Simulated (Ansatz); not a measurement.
# SiO2 (P3_221): the gap up the ladder of methods, part 2 of 2

Wanted: a ladder of band gaps for SiO2 (P3_221), from density functionals to G0W0.

Ansatz 0.2.0; density functionals, hybrids and G0W0, plane waves, PAW. Known limits of the many-body steps: finite bands, screening cutoff and k mesh; no spin-orbit coupling in G0W0.

So far. Step 8 (G0W0@PBE, 6×6×4 mesh, 620 empty bands, screening to 180 …): Over 23 of 24 irreducible mesh points the G0W0 gap is 9.002 eV, from k = (0.333, 0.333, 0.000) to k = Γ. The PBE gap of this run on the mesh is 5.993 eV. The two states that bound the G0W0 gap lie that far apart at the start, so the correction of the gap is 9.002 − 5.993 = +3.009 eV.

In doubt: masses and optical values from hybrid runs of this build are listed as unsure (steps 9, 10), which bears on the screening that GW takes from such a start.

**10. G0W0@PBE0, 6×6×4 mesh, 288 empty bands, screening to 108 eV, PAW set soft_1 files**

This step: G0W0 on PBE0, plane waves, PAW; PAW set soft_1.

input.yaml reads:

```yaml
crystal:
  lattice:
    - [4.91636, 0.0, 0.0]
    - [-2.45818, 4.2576926541, 0.0]
    - [0.0, 0.0, 5.4084]
  atoms:
    - { symbol: Si, position: [0.46973, 0.0, 0.6666666667] }
    - { symbol: Si, position: [0.0, 0.46973, 0.3333333333] }
    - { symbol: Si, position: [0.53027, 0.53027, 0.0] }
    - { symbol: O, position: [0.41354, 0.26758, 0.78558] }
    - { symbol: O, position: [0.73242, 0.14596, 0.4522466667] }
    - { symbol: O, position: [0.85404, 0.58646, 0.1189133333] }
    - { symbol: O, position: [0.26758, 0.41354, 0.21442] }
    - { symbol: O, position: [0.14596, 0.73242, 0.5477533333] }
    - { symbol: O, position: [0.58646, 0.85404, 0.8810866667] }
kpoints:
  mp_grid: { grid: [6, 6, 4] }
hamiltonian:
  xc: pbe0
  pseudopotentials: { kind: paw, azcp: { folder: soft_1 } }
scf:
  occupations: { method: fixed }
gw:
  n_empty_bands: 288
  ecut_chi: 108
  qp_bands: [v3, c3]
  qp_kpoints: band_edges
  screening: { model: contour_deformation }
```

The run is started by

```bash
$ ansatz run input.yaml --threads 3 --pin off --max-ram 92160MiB --backend cuda --events-out ev --progress --plain --runs-dir out --devices 1 --max-vram 13GiB
```

Run time: 2.8 min. Hardware: 1 × NVIDIA H100 80GB HBM3 (shared by 6 runs) with 3 threads of AMD EPYC 7R13 (Zen 3), shared host; peak memory 2.4 GiB; 4.3 min of CPU time.

This step gave:

```
bands summed                                    : 312
RPA ε∞ on this mesh (eigenvalues)               : 2.061, 2.061, 2.081
plane waves in the screening matrix             : 303
G0W0 gap over the corrected points              : 9.778 eV
k of the valence top                            : 0.3333, 0.3333, 0
k of the conduction bottom                      : 0, 0, 0
starting gap on the mesh                        : 8.591 eV
Z at the valence top                            : 0.8440
Z at the conduction bottom                      : 0.8943
least direct G0W0 gap over the corrected points : 10.16 eV
```

Over 23 of 24 irreducible mesh points the G0W0 gap is 9.778 eV, from k = (0.333, 0.333, 0.000) to k = Γ. The PBE0 gap of this run on the mesh is 8.591 eV. The two states that bound the G0W0 gap lie that far apart at the start, so the correction of the gap is 9.778 − 8.591 = +1.187 eV. G0W0@PBE0 against G0W0@HSE06 with 312 bands: 9.778 − 9.572 = +0.206 eV, with the same mesh, files and cutoffs, and both edges at the same k points.

**11. All levels together**

Each gap is the least one over the points named; times are wall times on shared hosts, not benchmarks. A G0W0 time includes the run's own self-consistent start. Runs with listed points see these and the mesh alone, so an edge that moves elsewhere is missed. Rows marked * are further runs, not shown as steps, whose inputs differ from the G0W0 step on the same start in the columns given; solver thresholds can differ too.

| level | mesh | files, cutoff | bands summed, screening | points | gap (eV) | valence top | conduction bottom | least direct gap (eV) | time |
| --- | --- | --- | --- | --- | --- | --- | --- | --- | --- |
| LDA | 6×6×4 | soft_1 PAW, 420 eV | - | mesh and listed points | 5.746 | (0.333, 0.333, 0.000) | Γ | 6.050 | 6.5 s |
| PBE | 6×6×4 | soft_1 PAW, 420 eV | - | mesh and path | 5.993 | (0.333, 0.333, 0.000) | Γ | 6.286 | 8.5 s |
| r2SCAN | 6×6×4 | soft_1 PAW, 500 eV | - | mesh and listed points | 6.641 | (0.333, 0.333, 0.000) | Γ | 6.934 | 6.4 s |
| HSE06 | 6×6×4 | soft_1 PAW, 420 eV | - | mesh and listed points | 7.826 | (0.333, 0.333, 0.000) | Γ | 8.130 | 31 s |
| PBE0 | 6×6×4 | soft_1 PAW, 420 eV | - | mesh and listed points | 8.591 | (0.333, 0.333, 0.000) | Γ | 8.897 | 35 s |
| DDH-PBE0 | 6×6×4 | soft_1 PAW, 420 eV | - | mesh and listed points | 10.239 | (0.333, 0.333, 0.000) | Γ | 10.552 | 54 s |
| G0W0@PBE* | 6×6×4 | soft_1 PAW, 420 eV | 126, 54 eV | 23 of 24 irreducible mesh points | 8.673 | (0.333, 0.333, 0.000) | Γ | 9.061 | 25 s |
| G0W0@PBE* | 6×6×4 | soft_1 PAW, 420 eV | 312, 108 eV | 23 of 24 irreducible mesh points | 8.806 | (0.333, 0.333, 0.000) | Γ | 9.187 | 53 s |
| G0W0@PBE | 6×6×4 | soft_1 PAW, 420 eV | 644, 180 eV | 23 of 24 irreducible mesh points | 9.002 | (0.333, 0.333, 0.000) | Γ | 9.371 | 1.8 min |
| G0W0@PBE* | 3×3×2 | soft_1 PAW, 420 eV | 312, 108 eV | 5 of 6 irreducible mesh points | 8.822 | (0.333, 0.333, 0.000) | Γ | 9.202 | 15 s |
| G0W0@HSE06 | 6×6×4 | soft_1 PAW, 420 eV | 312, 108 eV | 23 of 24 irreducible mesh points | 9.572 | (0.333, 0.333, 0.000) | Γ | 9.954 | 1.7 min |
| G0W0@PBE0 | 6×6×4 | soft_1 PAW, 420 eV | 312, 108 eV | 23 of 24 irreducible mesh points | 9.778 | (0.333, 0.333, 0.000) | Γ | 10.161 | 2.8 min |

**12. Results**

- LDA, over mesh and listed points: 5.746 eV
- PBE, over mesh and path: 5.993 eV
- r2SCAN, over mesh and listed points: 6.641 eV
- HSE06, over mesh and listed points: 7.826 eV
- PBE0, over mesh and listed points: 8.591 eV
- DDH-PBE0, over mesh and listed points: 10.239 eV
- G0W0@PBE (644 bands, 6×6×4), over 23 of 24 irreducible mesh points: 9.002 eV
- G0W0@HSE06, over 23 of 24 irreducible mesh points: 9.572 eV
- G0W0@PBE0, over 23 of 24 irreducible mesh points: 9.778 eV
- known limits: finite bands, screening cutoff and k mesh; no spin-orbit coupling in G0W0

What this shows: The rows run from 5.746 eV (LDA) to 10.239 eV (DDH-PBE0). They differ in mesh, plane-wave cutoff, bands and screening cutoff of G0W0 and the points over which the gap was sought as well as in level, so only pairs that share these are like for like. PBE against LDA: 5.993 − 5.746 = +0.247 eV, with the same mesh, files and cutoff, and both edges at the same k points. HSE06 against PBE: 7.826 − 5.993 = +1.833 eV, with the same mesh, files and cutoff, and both edges at the same k points. PBE0 against HSE06: 8.591 − 7.826 = +0.765 eV, with the same mesh, files and cutoff, and both edges at the same k points. DDH-PBE0 against PBE0: 10.239 − 8.591 = +1.648 eV, with the same mesh, files and cutoff, and both edges at the same k points. G0W0@HSE06 against G0W0@PBE with 312 bands: 9.572 − 8.806 = +0.766 eV, with the same mesh, files and cutoffs, and both edges at the same k points. G0W0@PBE0 against G0W0@HSE06 with 312 bands: 9.778 − 9.572 = +0.206 eV, with the same mesh, files and cutoffs, and both edges at the same k points. The dielectric-dependent hybrid took 0.406 of exact exchange, against 0.25 in PBE0. G0W0@PBE (644 bands, 6×6×4) moves the gap of its own start on the mesh by 9.002 − 5.993 = +3.009 eV, between the same two levels. Both edges that PBE shows over mesh and path lie at k points where levels were corrected. Levels at other points were not corrected, so a lower G0W0 gap elsewhere in the zone is not ruled out. G0W0@HSE06 moves the gap of its own start on the mesh by 9.572 − 7.826 = +1.746 eV, between the same two levels. Both edges that HSE06 shows over mesh and listed points lie at k points where levels were corrected. Levels at other points were not corrected, so a lower G0W0 gap elsewhere in the zone is not ruled out. G0W0@PBE0 moves the gap of its own start on the mesh by 9.778 − 8.591 = +1.187 eV, between the same two levels. Both edges that PBE0 shows over mesh and listed points lie at k points where levels were corrected. Levels at other points were not corrected, so a lower G0W0 gap elsewhere in the zone is not ruled out. For G0W0@PBE: from 126 bands and 54 eV to 644 bands and 180 eV the gap moves by 9.002 − 8.673 = +0.329 eV (rung by rung 8.673, 8.806, 9.002 eV); bands and screening cutoff rise together, so their parts are not told apart. A line in one over the bands through the two highest rungs gives 9.002 + (9.002 − 8.806) × 312 / (644 − 312) = 9.186 eV, and through the pair below 8.806 + (8.806 − 8.673) × 126 / (312 − 126) = 8.896 eV. The two differ by 0.290 eV, not under the 0.030 eV asked, so the law does not hold well over these rungs and the limit is not known. The other G0W0 rows are shown at one basis each (312 bands), so their distance from the limit is not known here. With the 3×3×2 mesh in place of the 6×6×4 mesh and all else as in the G0W0@PBE row with 312 bands, the gap differs by 8.822 − 8.806 = +0.016 eV, and that of the start by 5.993 − 5.993 = +0.000 eV. The G0W0 runs are scalar-relativistic. G0W0@PBE runs of this series with other atomic data on the same mesh, not shown as steps, give 8.828 eV (hard PAW, 930 eV, 312 bands, screening to 108 eV; the table's row with the same empty bands and screening cutoff has 8.806 eV); where bands and cutoffs differ too, the part of the files is not isolated.

[Paths, hosts, dates, memory and timing lines, banners, echoed tables and standing remarks are left out of the program output.]

[Logs are printed without paths, hosts, clocks, repeated set-up lines and the standing remarks that a program may print on its own settings, such as how far it seeks lower states.]

[Runs of the session that timed out or met a known fault of the program may be left out.]

[Cells called generated may have been cut or substituted from an entry of the Crystallography Open Database or the Materials Project.]

[Hosts, paths, dates, database ids (printed as entryN), source tags and the programs' standing remarks are cut or masked in the printed files.]

[Where an RPA ε∞ is given, it is that of the G0W0 mesh and is not shown converged in it. Names of k-points follow the symmetry that the program found, which can be lower than the space group named. Band edges on a path are those of the sampled points; other points can move an edge, and change direct to indirect where valleys lie close.]

[Hybrid gaps are those of their k-mesh and are not shown converged in it.]
